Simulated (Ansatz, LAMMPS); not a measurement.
# Molecular dynamics of amorphous Cd13Zn17Se30 (60 atoms)

Aim: follow amorphous Cd13Zn17Se30 (60 atoms) for a short time with forces from DFT, then look at structure and electrons in the last frame.

Main program and level: Ansatz 0.2.0; Kohn-Sham DFT, PBE, PAW (set soft_2, large core), plane waves.

**1. The starting structure**

The cell holds 60 atoms: 13 Cd, 17 Zn and 30 Se. Cell: a = 11.741 Å, b = 11.741 Å, c = 11.741 Å, α = 90.0°, β = 90.0°, γ = 90.0°. 60 atoms (13 Cd, 17 Zn, 30 Se) placed at random at 5.07 g/cm³, melted at 2500 K for 10 ps at fixed volume with the Stillinger-Weber II-VI potential (Zhou et al., Phys. Rev. B 88, 085309 (2013)). Quenched from 2500 K to 300 K at 5 K/ps and fixed volume, annealed at 800 K for 20 ps, held 5 ps.

Limits known from the start: The quench rate of 5 K/ps is orders of magnitude faster than experiment, which tends to freeze in extra defects. The starting topology of bonds comes from the classical model. Sampling is at Γ alone, for a cell whose shortest periodic width is 12 Å.

**2. Dynamics at 400 K**

A Nosé–Hoover thermostat steers the temperature while disturbing the dynamics little. The time step is 2.0 fs.

Input file input.yaml:

```yaml
crystal:
  lattice:
    - [11.7405, 0.0, 0.0]
    - [0.0, 11.7405, 0.0]
    - [0.0, 0.0, 11.7405]
  atoms:
    - { symbol: Cd, position: [0.59733, 0.20467, 0.59457] }
    - { symbol: Cd, position: [0.69845, 0.9015, 0.38832] }
    - { symbol: Cd, position: [0.88588, 0.11268, 0.01874] }
    - { symbol: Cd, position: [0.82944, 0.81973, 0.95524] }
    [... 50 atom lines left out ...]
    - { symbol: Se, position: [0.65446, 0.92303, 0.05653] }
    - { symbol: Se, position: [0.19364, 0.50445, 0.07287] }
    - { symbol: Se, position: [0.32079, 0.86822, 0.06207] }
    - { symbol: Se, position: [0.69554, 0.99758, 0.58394] }
    - { symbol: Se, position: [0.47528, 0.8737, 0.34776] }
    - { symbol: Se, position: [0.99184, 0.17696, 0.55718] }
kpoints:
  mp_grid: { grid: [1, 1, 1] }
hamiltonian:
  xc: pbe
  pseudopotentials: { kind: paw, core: large }
scf:
  occupations: { method: gaussian, width: 0.05 }
output:
  forces: true
md:
  timestep: 2.0
  n_steps: 80
  ensemble: nvt_nose_hoover
  temperature: 400
  initial_velocities: maxwell_boltzmann
  seed: 2376
```

The run is started by

```bash
ansatz run input.yaml --threads 4 --pin off --max-ram 8192MiB --backend cpu --events-out ev --progress --plain --runs-dir out
```

Run time: 16 min. Hardware: 4 threads of Intel Xeon Platinum 8375C at 2.90GHz (Ice Lake), shared host; peak memory 2.3 GiB.

The program notes that potentials were chosen by core size and it switched symmetry off.

The trajectory, sampled:

| time (fs) | T (K) | potential (meV/atom) | conserved (meV/atom) |
| --- | --- | --- | --- |
| 0.0 | 400 | 0.0 | 0.00 |
| 10.0 | 401 | -0.2 | 0.00 |
| 22.0 | 407 | -0.9 | 0.00 |
| 32.0 | 415 | -1.9 | 0.00 |
| 42.0 | 427 | -3.6 | 0.00 |
| 54.0 | 450 | -6.6 | 0.00 |
| 64.0 | 467 | -9.1 | -0.01 |
| 74.0 | 473 | -10.6 | -0.01 |
| 86.0 | 470 | -11.2 | 0.00 |
| 96.0 | 465 | -11.8 | 0.00 |
| 106.0 | 461 | -12.8 | 0.00 |
| 118.0 | 457 | -14.5 | 0.00 |
| 128.0 | 453 | -16.0 | 0.00 |
| 138.0 | 448 | -17.5 | -0.01 |
| 150.0 | 437 | -18.6 | -0.01 |
| 160.0 | 424 | -18.8 | -0.01 |

Mean square displacement from the first frame to the last: Cd 0.20 Å², Zn 0.24 Å², Se 0.12 Å².

Table of mean square displacement by time lag:

| time lag (fs) | Cd (Å²) | Se (Å²) | Zn (Å²) |
| --- | --- | --- | --- |
| 2.0 | 4.8e-5 | 4.8e-5 | 6.9e-5 |
| 4.0 | 1.9e-4 | 1.9e-4 | 2.8e-4 |
| 8.0 | 7.7e-4 | 7.7e-4 | 0.00111 |
| 10.0 | 0.00121 | 0.00120 | 0.00173 |
| 14.0 | 0.00237 | 0.00233 | 0.00339 |
| 18.0 | 0.00392 | 0.00382 | 0.00558 |
| 20.0 | 0.00484 | 0.00470 | 0.00688 |
| 24.0 | 0.00696 | 0.00670 | 0.00984 |
| 28.0 | 0.00945 | 0.00901 | 0.0133 |
| 30.0 | 0.0108 | 0.0103 | 0.0152 |
| 34.0 | 0.0139 | 0.0130 | 0.0194 |
| 36.0 | 0.0155 | 0.0145 | 0.0216 |
| 40.0 | 0.0190 | 0.0176 | 0.0264 |
| 44.0 | 0.0229 | 0.0209 | 0.0316 |
| 46.0 | 0.0250 | 0.0227 | 0.0343 |
| 50.0 | 0.0293 | 0.0263 | 0.0400 |
| 54.0 | 0.0338 | 0.0300 | 0.0460 |
| 56.0 | 0.0362 | 0.0319 | 0.0491 |
| 60.0 | 0.0412 | 0.0358 | 0.0555 |
| 62.0 | 0.0438 | 0.0378 | 0.0588 |
| 66.0 | 0.0491 | 0.0418 | 0.0655 |
| 70.0 | 0.0546 | 0.0459 | 0.0724 |
| 72.0 | 0.0574 | 0.0479 | 0.0759 |
| 76.0 | 0.0632 | 0.0520 | 0.0830 |
| 80.0 | 0.0691 | 0.0560 | 0.0902 |

Over the second half of 160 fs the temperature averages 454 K, falling from about 468 to 435 K (means over the first and last quarter of that half). The conserved energy stays within 0.01 meV/atom. From first frame to last Zn has the largest mean square displacement, 0.24 Å² at the end; the farthest move is 0.93 Å. The count of bonds goes from 110 in the first frame to 113 in the last, by one set of cutoffs: 0 pairs passed out of them and 3 came within. The run spans 0.16 ps, too short for its means to be equilibrium values.

**3. Local order late in the run**

The g(r) is a mean over the second half; what follows it is taken at the last frame.

Density 5.07 g/cm³, 26.97 Å³ an atom.

Mean of 15 frames. Pair distribution functions g(r), in bins of 0.2 Å:

| r (Å) | total | Se-Se | Se-Zn | Se-Cd | Zn-Zn | Zn-Cd | Cd-Cd |
| --- | --- | --- | --- | --- | --- | --- | --- |
| 2.20 | 0.07 | 0.00 | 0.25 | 0.00 | 0.00 | 0.00 | 0.00 |
| 2.40 | 1.94 | 0.00 | 6.33 | 0.69 | 0.00 | 0.00 | 0.00 |
| 2.60 | 2.42 | 0.00 | 5.03 | 4.62 | 0.00 | 0.00 | 0.00 |
| 2.80 | 1.10 | 0.11 | 0.88 | 3.76 | 0.07 | 0.00 | 0.00 |
| 3.00 | 0.43 | 0.13 | 0.07 | 1.40 | 0.34 | 0.08 | 0.84 |
| 3.20 | 0.26 | 0.16 | 0.21 | 0.34 | 0.55 | 0.35 | 0.00 |
| 3.40 | 0.35 | 0.58 | 0.15 | 0.21 | 0.86 | 0.38 | 0.00 |
| 3.60 | 0.72 | 1.14 | 0.34 | 0.56 | 0.99 | 0.95 | 0.46 |
| 3.80 | 1.00 | 1.26 | 0.42 | 0.29 | 2.97 | 1.22 | 2.57 |
| 4.00 | 1.56 | 2.42 | 0.33 | 0.68 | 3.65 | 2.30 | 3.06 |
| 4.20 | 1.60 | 2.83 | 0.66 | 0.74 | 2.24 | 2.18 | 2.00 |
| 4.40 | 1.62 | 2.32 | 1.06 | 1.11 | 1.27 | 2.16 | 2.71 |
| 4.60 | 1.33 | 1.56 | 1.67 | 0.91 | 0.96 | 0.90 | 1.69 |
| 4.80 | 1.08 | 0.85 | 1.31 | 1.28 | 0.75 | 0.89 | 0.96 |
| 5.00 | 0.89 | 0.73 | 1.10 | 1.00 | 0.38 | 0.68 | 1.43 |
| 5.20 | 0.83 | 0.52 | 1.00 | 0.91 | 0.28 | 1.32 | 0.73 |
| 5.40 | 0.64 | 0.36 | 0.84 | 0.85 | 0.47 | 0.63 | 0.29 |
| 5.60 | 0.72 | 0.72 | 0.80 | 0.98 | 0.41 | 0.47 | 0.13 |
| 5.80 | 0.73 | 0.39 | 1.01 | 0.95 | 0.62 | 0.62 | 0.35 |

Bonds by pair of elements; cutoffs follow the first minimum of g(r), held within bounds set by covalent radii, and pairs that aren't listed don't count as bonded:

| pair A-B | cutoff (Å) | bonds | mean length (Å) | spread (Å) | shortest (Å) | B about A | A about B |
| --- | --- | --- | --- | --- | --- | --- | --- |
| Se-Zn | 3.02 | 63 | 2.52 | 0.131 | 2.31 | 2.1 | 3.71 |
| Se-Cd | 3.38 | 50 | 2.76 | 0.176 | 2.47 | 1.67 | 3.85 |

How many atoms have how many bonded neighbours:

| element | mean | 3 | 4 | 5 |
| --- | --- | --- | --- | --- |
| Cd | 3.85 | 3 | 9 | 1 |
| Se | 3.77 | 9 | 19 | 2 |
| Zn | 3.71 | 5 | 12 | 0 |

Bond angles (no mean is given where the spread exceeds 20°):

| angle | count | mean (°) | spread (°) |
| --- | --- | --- | --- |
| Se-Zn-Se | 87 | 111 | 12.7 |
| Cd-Se-Zn | 74 | 111 | 19.4 |
| Se-Cd-Se | 73 | 109 | 15.4 |
| Zn-Se-Zn | 52 | 108 | 17 |
| Cd-Se-Cd | 35 | 103 | 16.6 |

Bond length by coordination (bonds to H left out):

| element | coordination | atoms | mean bond length (Å) |
| --- | --- | --- | --- |
| Cd | 3 | 3 | 2.77 |
| Cd | 4 | 9 | 2.74 |
| Cd | 5 | 1 | 2.92 |
| Se | 3 | 9 | 2.54 |
| Se | 4 | 19 | 2.65 |
| Se | 5 | 2 | 2.68 |
| Zn | 3 | 5 | 2.52 |
| Zn | 4 | 12 | 2.52 |

Rings of the network by King's shortest-path rule, up to 12 atoms, one path for each pair of neighbours; H, halogens, alkali and alkaline-earth atoms are left out, and the last column divides by all other atoms, bonded or not:

| ring size (atoms) | rings | per network atom |
| --- | --- | --- |
| 4 | 2 | 0.033 |
| 6 | 73 | 1.22 |
| 8 | 32 | 0.533 |
| 10 | 4 | 0.067 |

For some of the pairs, g(r) has its first main peak near 4.1 Å (Se-Se), 2.5 Å (Se-Zn) and 2.7 Å (Se-Cd). With the cutoffs above, 69 % of Cd atoms have 4, 63 % of Se atoms have 4 and 71 % of Zn atoms have 4 bonded neighbours. The Se-Zn-Se angle averages 111° with a spread of 13°. Rings of 6 atoms are the most common (66 % of those counted); sizes run from 4 to 10.

**4. Single point at the last frame**

The last frame is solved again with fuller output, to read the electronic structure of a thermally displaced geometry.

Input file input.yaml:

```yaml
crystal:
  lattice:
    - [11.7405, 0.0, 0.0]
    - [0.0, 11.7405, 0.0]
    - [0.0, 0.0, 11.7405]
  atoms:
    - { symbol: Cd, position: [0.6198, 0.23475, 0.56222] }
    - { symbol: Cd, position: [0.70843, 0.90665, 0.37798] }
    - { symbol: Cd, position: [0.87793, 0.11593, 0.06197] }
    - { symbol: Cd, position: [0.79031, 0.81184, 0.94523] }
    [... 50 atom lines left out ...]
    - { symbol: Se, position: [0.64078, 0.94115, 0.07103] }
    - { symbol: Se, position: [0.20885, 0.53732, 0.06236] }
    - { symbol: Se, position: [0.30619, 0.86489, 0.04004] }
    - { symbol: Se, position: [0.69336, 0.00305, 0.60518] }
    - { symbol: Se, position: [0.48812, 0.8657, 0.35568] }
    - { symbol: Se, position: [0.98063, 0.16372, 0.56396] }
kpoints:
  mp_grid: { grid: [1, 1, 1] }
hamiltonian:
  xc: pbe
  pseudopotentials: { kind: paw, core: large }
scf:
  occupations: { method: gaussian, width: 0.05 }
output:
  forces: true
  stress: true
  populations: true
  dos:
    method: { smearing: { sigma: 0.1 } }
    de: 0.1
    projected: { site_lists: { Cd: [Cd], Se: [Se], Zn: [Zn] } }
  eigenvalues: true
  write_density: true
  write_potential: true
  volumetric_format: npy
```

Wall time 27 s (4 threads); peak memory 2.1 GiB; 99 s of CPU time.

Numbers from this run:

```
free energy                             : -241101.0802 eV
free energy per atom                    : -4018.3513 eV/atom
SCF cycles                              : 17
pressure                                : 0.2154 GPa
r.m.s. force component                  : 0.3852 eV/Å
longest force                           : 1.701 eV/Å
Fermi energy                            : 5.747 eV
levels partly filled by over 2 per cent : 2
spilling of the projection              : 0.009296
```

Neighbours are counted within 3.02 Å (Se-Zn), 3.38 Å (Se-Cd), the cutoffs taken from the dynamics.

Length of the force by element and coordination:

| element | coordination | atoms | mean length of the force (eV/Å) | spread | least | most |
| --- | --- | --- | --- | --- | --- | --- |
| Cd | all | 13 | 0.703 | 0.405 | 0.197 | 1.70 |
| Cd | 3 | 3 | 0.633 | 0.451 | 0.197 | 1.25 |
| Cd | 4 | 9 | 0.755 | 0.397 | 0.366 | 1.70 |
| Cd | 5 | 1 | 0.440 | 0 | 0.440 | 0.440 |
| Se | all | 30 | 0.561 | 0.247 | 0.116 | 1.08 |
| Se | 3 | 9 | 0.501 | 0.282 | 0.116 | 1.02 |
| Se | 4 | 19 | 0.597 | 0.235 | 0.151 | 1.08 |
| Se | 5 | 2 | 0.493 | 0.0092 | 0.484 | 0.502 |
| Zn | all | 17 | 0.577 | 0.266 | 0.232 | 1.39 |
| Zn | 3 | 5 | 0.472 | 0.0828 | 0.379 | 0.597 |
| Zn | 4 | 12 | 0.621 | 0.301 | 0.232 | 1.39 |

Löwdin charges by element and coordination (they lack the spilled electrons, 0.100 e an atom on average):

| element | coordination | atoms | mean charge (e) | spread | least | most |
| --- | --- | --- | --- | --- | --- | --- |
| Cd | all | 13 | 1.15 | 0.0675 | 0.982 | 1.23 |
| Cd | 3 | 3 | 1.04 | 0.044 | 0.982 | 1.08 |
| Cd | 4 | 9 | 1.18 | 0.0305 | 1.14 | 1.23 |
| Cd | 5 | 1 | 1.13 | 0 | 1.13 | 1.13 |
| Se | all | 30 | -0.968 | 0.0869 | -1.05 | -0.661 |
| Se | 3 | 9 | -0.903 | 0.132 | -1.03 | -0.661 |
| Se | 4 | 19 | -0.994 | 0.0289 | -1.05 | -0.953 |
| Se | 5 | 2 | -1.01 | 0.016 | -1.02 | -0.993 |
| Zn | all | 17 | 1.18 | 0.0468 | 1.07 | 1.24 |
| Zn | 3 | 5 | 1.12 | 0.0334 | 1.07 | 1.17 |
| Zn | 4 | 12 | 1.21 | 0.017 | 1.19 | 1.24 |

States in the cell by windows of 1 eV, zero at the Fermi level; the larger projections on atomic orbitals stand beside the total:

| from (eV) | to (eV) | total | Se p | Zn d | Cd d | Zn s | Se s |
| --- | --- | --- | --- | --- | --- | --- | --- |
| -18 | -14 | 0.0 | 0.0 | 0.0 | 0.0 | 0.0 | 0.0 |
| -14 | -13 | 12.0 | 0.1 | 0.2 | 0.2 | 1.1 | 9.8 |
| -13 | -12 | 44.7 | 0.4 | 0.8 | 1.2 | 1.9 | 39.2 |
| -12 | -11 | 3.3 | 0.0 | 0.1 | 0.1 | 0.1 | 3.0 |
| -11 | -10 | 0.0 | 0.0 | 0.0 | 0.0 | 0.0 | 0.0 |
| -10 | -9 | 0.5 | 0.0 | 0.0 | 0.5 | 0.0 | 0.0 |
| -9 | -8 | 120.0 | 2.7 | 0.6 | 115.4 | 0.2 | 0.8 |
| -8 | -7 | 53.0 | 1.9 | 41.2 | 9.2 | 0.2 | 0.4 |
| -7 | -6 | 126.5 | 3.4 | 121.1 | 0.6 | 0.4 | 0.8 |
| -6 | -5 | 10.1 | 5.7 | 0.8 | 0.2 | 2.4 | 0.3 |
| -5 | -4 | 31.0 | 19.0 | 1.5 | 0.5 | 4.7 | 1.2 |
| -4 | -3 | 28.5 | 21.1 | 0.8 | 0.4 | 1.7 | 0.9 |
| -3 | -2 | 40.8 | 36.0 | 1.0 | 0.5 | 0.5 | 0.3 |
| -2 | -1 | 48.0 | 42.9 | 1.1 | 0.7 | 0.5 | 0.3 |
| -1 | 0 | 21.7 | 18.4 | 0.4 | 0.2 | 0.6 | 0.5 |
| 0 | 1 | 4.3 | 2.5 | 0.0 | 0.0 | 0.2 | 0.1 |
| 1 | 2 | 15.6 | 4.5 | 0.1 | 0.0 | 3.2 | 0.6 |
| 2 | 3 | 27.4 | 6.8 | 0.1 | 0.0 | 5.5 | 0.8 |
| 3 | 4 | 27.5 | 4.7 | 0.0 | 0.0 | 4.2 | 0.4 |
| 4 | 5 | 32.3 | 2.7 | 0.0 | 0.0 | 2.2 | 0.2 |

The stored curve holds about 540 of the 644 electrons; the rest, give or take the few that broadening carries across the Fermi level, lie in deeper levels below its range.

The levels nearest the highest filled one (over half full), pooled over k-points and spins:

| level less the highest filled one (eV) | occupation |
| --- | --- |
| -0.600 | 2 |
| -0.592 | 2 |
| -0.286 | 2 |
| -0.145 | 2 |
| -0.0569 | 2.00 |
| 0 | 1.93 |
| 0.127 | 0.072 |
| 0.852 | 0 |
| 1.14 | 0 |
| 1.32 | 0 |
| 1.57 | 0 |
| 1.62 | 0 |

Mean Löwdin charges: Cd +1.15, Se -0.97, Zn +1.18 e (they miss 0.93 % of the electrons, so they add up to more than the cell's charge). Within 0.4 eV of the Fermi level the largest share is Se p (84 % of the projected weight).

**5. Results**

```
mean temperature, second half                                : 453.9 K
temperature swing, second half                               : 12.86 K
slope of the conserved energy against time, by least squares : -0.0431 meV/atom/ps
free energy per atom                                         : -4018.3513 eV/atom
pressure                                                     : 0.2154 GPa
r.m.s. force component                                       : 0.3852 eV/Å
wall time of the 2 DFT runs                                  : 16 min
```

What this shows: Over the second half of 160 fs the temperature averages 454 K, falling from about 468 to 435 K (means over the first and last quarter of that half). The conserved energy stays within 0.01 meV/atom. The count of bonds goes from 110 in the first frame to 113 in the last, by one set of cutoffs: 0 pairs passed out of them and 3 came within. The run spans 0.16 ps, too short for its means to be equilibrium values. With the cutoffs above, 69 % of Cd atoms have 4, 63 % of Se atoms have 4 and 71 % of Zn atoms have 4 bonded neighbours. 2 levels are partly filled by over 2 % (at Γ alone), and the list of levels jumps by 0.72 eV between +0.13 and +0.85 eV: the Fermi level sits among few, sparse states, as at a band edge, among defect levels or in a metal whose levels bunch into shells on a coarse mesh.

**Limits.** The starting topology of bonds comes from the classical model; in DFT 0 of its 110 bonded pairs passed out of the cutoffs and 3 came within them. The pressure of a single frame lacks the kinetic term, about 0.23 GPa here.

[Logs are printed without paths, hosts, clocks, repeated set-up lines and the standing remarks that a program may print on its own settings, such as how far it seeks lower states.]

[Hosts, paths, dates, database ids (printed as entryN), source tags and the programs' standing remarks are cut or masked in the printed files.]
